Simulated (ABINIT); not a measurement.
# NaI (Fm-3m): G0W0 with ABINIT, start to end, part 3 of 3

Aim: the G0W0 gap of NaI (Fm-3m) on PBE, step by step.

ABINIT 10.8.3; PBE and many-body steps on it, plane waves. Known limits of the many-body steps: not at the basis limit; no spin-orbit coupling.

So far. Step 4 (Empty states on the mesh, 4×4×4 mesh, 50 bands): On this mesh the gap is 3.639 eV. Step 5 (Screening, 4×4×4 mesh, 46 bands, screening to 87.1 eV): Local fields lower ε∞ by 18 %.

## (6) Self-energy, 4×4×4 mesh, 46 bands, screening to 87.1 eV

The self-energy is evaluated for the states that the input lists, and the levels follow from it, in one-shot runs by the linearised quasiparticle equation.

This step: G0W0 on PBE, plane waves, norm-conserving pseudopotentials.

The input, run.abi:

```
acell 3*1.0 Angstrom
rprim 
  0.000000000000 3.236400000000 3.236400000000
  3.236400000000 -0.000000000000 3.236400000000
  3.236400000000 3.236400000000 -0.000000000000
ntypat 2
znucl 11 53
natom 2
typat 1 2
xred 
  0.000000000000 0.000000000000 0.000000000000
  0.500000000000 0.500000000000 0.500000000000
pp_dirpath "pseudos"
pseudos "Na.upf, I.upf"
ecut 38
ngkpt 4 4 4
nshiftk 1
shiftk 0 0 0
kptopt 1
chksymbreak 0
istwfk *1
occopt 1
irdwfk 1
optdriver 4
nband 46
gwcalctyp 0
ecutsigx 38
symsigma 1
nkptgw 1
kptgw 
  0.0000000000 0.0000000000 0.0000000000
bdgw 
  6 12
ecuteps 3.2
irdscr 1
ppmodel 1
indata_prefix "in"
outdata_prefix "out"
tmpdata_prefix "tmp"
```

The run is started by

```bash
$ OMP_NUM_THREADS=1 mpirun -n 8 abinit run.abi > log
```

Numbers of over 12 decimals in the logs are rounded to 6 here.

Log:

```text
.Version 10.8.3 of ABINIT. v10.8.2 released Aug 2026.

 Symmetries : space group Fm -3 m (#225); Bravais cF (face-center cubic)
[... echo of the input left out ...]
== DATASET  1 ==================================================================
-   mpi_nproc: 8, omp_nthreads: 1 (-1 if OMP is not activated)

--- !DatasetInfo
iteration_state: {dtset: 1, }
dimensions: {natom: 2, nkpt: 8, mband: 46, nsppol: 1, nspinor: 1, nspden: 1, mpw: 5124, }
cutoff_energies: {ecut:  38.0, pawecutdg:  -1.0, }
electrons: {nelect:   1.60000000E+01, charge:   0.00000000E+00, occopt:   1.00000000E+00, tsmear:   1.00000000E-02, }

 SIGMA: Calculation of the GW corrections

 Based on a program developped by R.W. Godby, V. Olevano, G. Onida, and L. Reining.
 Incorporated in ABINIT by V. Olevano, G.-M. Rignanese, and M. Torrent.
.Using double precision arithmetic ; gwpc =  8

[... cell and pseudopotentials left out ...]
--------------------------------------------------------------------------------

 ==== K-mesh for the wavefunctions ====
 Number of points in the irreducible wedge :     8
[... list of points left out ...]
 Together with 48 symmetry operations and time-reversal symmetry
 yields    64 points in the full Brillouin Zone.

 ==== Q-mesh for screening function ====
 Number of points in the irreducible wedge :     8
[... list of points left out ...]
 Together with 48 symmetry operations and time-reversal symmetry
 yields    64 points in the full Brillouin Zone.

 vcoul_init : cutoff-mode = AUXILIARY_FUNCTION
 q-points for optical limit:   1
     1)      0.000010    0.000020    0.000030
 setmesh: FFT mesh size selected  =    50x   50x   50
          total number of points  =       125000

 Number of electrons calculated from density =   16.0000; Expected =   16.0000
 average of density, n =  0.034971
 r_s =    1.8970
 omega_plasma =   18.0389 [eV]

 === KS Band Gaps ===
  >>>> For spin  1
   Minimum direct gap =   3.6392 [eV], located at k-point      :   0.0000  0.0000  0.0000
   Fundamental gap    =   3.6392 [eV], Top of valence bands at :   0.0000  0.0000  0.0000
                                       Bottom of conduction at :   0.0000  0.0000  0.0000
 SIGMA fundamental parameters:
 PLASMON POLE MODEL  1
 number of plane-waves for SigmaX                 5065
 number of plane-waves for SigmaC and W            137
 number of plane-waves for wavefunctions          5065
 number of bands                                    46
 number of independent spin polarizations            1
 number of spinorial components                      1
 number of k-points in IBZ                           8
 number of q-points in IBZ                           8
 number of symmetry operations                      48
 number of k-points in BZ                           64
 number of q-points in BZ                           64
 number of frequencies for dSigma/dE                 9
 frequency step for dSigma/dE [eV]                0.25
 number of omega for Sigma on real axis              0
 max omega for Sigma on real axis  [eV]           0.00
 zcut for avoiding poles [eV]                     0.10

 EPSILON^-1 parameters (SCR file):
 dimension of the eps^-1 matrix on file            137
 dimension of the eps^-1 matrix used               137
 number of plane-waves for wavefunctions          5065
 number of bands                                    46
 number of q-points in IBZ                           8
 number of frequencies                               2
 number of real frequencies                          1
 number of imag frequencies                          1

 matrix elements of self-energy operator (all in [eV])

 Perturbative Calculation

--- !SelfEnergy_ee
iteration_state: {dtset: 1, }
kpoint     : [   0.000,    0.000,    0.000, ]
spin       : 1
KS_gap     :    3.639
QP_gap     :    5.348
Delta_QP_KS:    1.709
data: !SigmaeeData |
     Band     E0 <VxcDFT>   SigX SigC(E0)      Z dSigC/dE  Sig(E)    E-E0       E
        6   0.107 -11.384 -14.313   1.776   0.806  -0.241 -12.313  -0.929  -0.822
        7   0.107 -11.384 -14.313   1.776   0.806  -0.241 -12.313  -0.929  -0.822
        8   0.107 -11.384 -14.313   1.776   0.806  -0.241 -12.313  -0.929  -0.822
        9   3.746  -7.312  -3.615  -2.769   0.841  -0.189  -6.531   0.780   4.526
       10   8.073  -7.141  -3.086  -3.018   0.830  -0.204  -6.280   0.861   8.934
       11   8.073  -7.141  -3.086  -3.018   0.830  -0.204  -6.280   0.861   8.934
       12   8.073  -7.141  -3.086  -3.018   0.830  -0.204  -6.280   0.861   8.934

== END DATASET(S) ==============================================================
================================================================================

 -outvars: echo values of variables after computation  --------
           etotal      0.0000000000E+00
            nband          46
             nkpt           8
          spgroup         225
 [... the other variables as echoed above ...]

 Calculation completed.
```

Wall time 2.6 s (8 MPI ranks of Arm Neoverse V2, shared host); peak memory 0.21 GiB; 20 s of CPU time.

Numbers from this step:

| Quantity | Value |
| --- | --- |
| G0W0 gap on the points computed | 5.348 eV |
| starting gap on the mesh | 3.639 eV |
| k of the valence top | 0, 0, 0 |
| k of the conduction bottom | 0, 0, 0 |
| Z at the valence top | 0.806 |
| Z at the conduction bottom | 0.841 |
| least direct G0W0 gap on the computed points | 5.348 eV |

The gap on the mesh goes from 3.64 eV to 5.35 eV, a correction of +1.71 eV.

Limits: finite bands, cutoff and mesh; no spin-orbit coupling. v1 is the top filled band, c1 the lowest empty one. Levels before and after the correction, in eV, zero at the valence-band top of each column:

|  | conduction bottom | valence top |
| --- | --- | --- |
| Kohn-Sham | 3.64 | 0.00 |
| G0W0 | 5.35 | 0.00 |

|  | level | energy (eV) |
| --- | --- | --- |
| Kohn-Sham | Γ v3-v1 | 0.000 |
| Kohn-Sham | Γ c1 | 3.639 |
| Kohn-Sham | Γ c2-c4 | 7.966 |
| G0W0 | Γ v3-v1 | 0.000 |
| G0W0 | Γ c1 | 5.348 |
| G0W0 | Γ c2-c4 | 9.756 |

## (7) Where the time went

Times are wall times on 8 MPI ranks of Arm Neoverse V2, shared host, good to a factor of about two.

| step | time | share | memory (GiB) |
| --- | --- | --- | --- |
| ground state | 6.1 s | 21 % | 0.76 |
| bands along the symmetry lines | 8.1 s | 28 % | 0.58 |
| empty states on the mesh | 7.3 s | 25 % | 0.57 |
| screening | 5 s | 17 % | 1.3 |
| self-energy | 2.6 s | 9 % | 0.21 |

## (8) What came out

```yaml
pbe_gap: 3.64 eV, direct
g0w0_gap_on_the_mesh: 5.35 eV
gw_settings: 4×4×4 mesh, 46 bands, screening to 87.1 eV, Godby-Needs plasmon pole
known_limits: not at the basis limit; no spin-orbit coupling
```

What this shows: G0W0 moves the gap on the mesh from 3.64 eV to 5.35 eV (+1.71 eV), with Z of 0.81 and 0.84 at the edges. Local fields lower the RPA ε∞ on this mesh from 3.93 to 3.23. Only 1 of the mesh's irreducible points was corrected, so a valley elsewhere could overtake. Bands and cutoff are finite, so the gap is not at the basis limit. The miss can reach some tenths of an eV and take either sign; the mesh is an error of its own. In the G0W0 run levels were corrected at 1 k point alone, so a gap called «on the mesh» is the least over those, and an edge elsewhere would be missed. The many-body steps are scalar-relativistic: spin-orbit coupling is not in them.

[Paths, hosts, dates, memory and timing lines, banners, echoed tables and standing remarks are left out of the program output.]

[Logs are printed without paths, hosts, clocks, repeated set-up lines and the standing remarks that a program may print on its own settings, such as how far it seeks lower states.]

[Runs of the session that timed out or met a known fault of the program may be left out.]

[Hosts, paths, dates, database ids (printed as entryN), source tags and the programs' standing remarks are cut or masked in the printed files.]

[G0W0 gaps are taken among the corrected bands and points alone; a level outside them can change the order at an edge.]

[Where Ansatz stands beside ABINIT at settings called matched, ABINIT's density can come from a denser mesh and the files from another edition; pairs whose starting gaps differed by over 0.03 eV were left out, so agreement reads better than it is.]
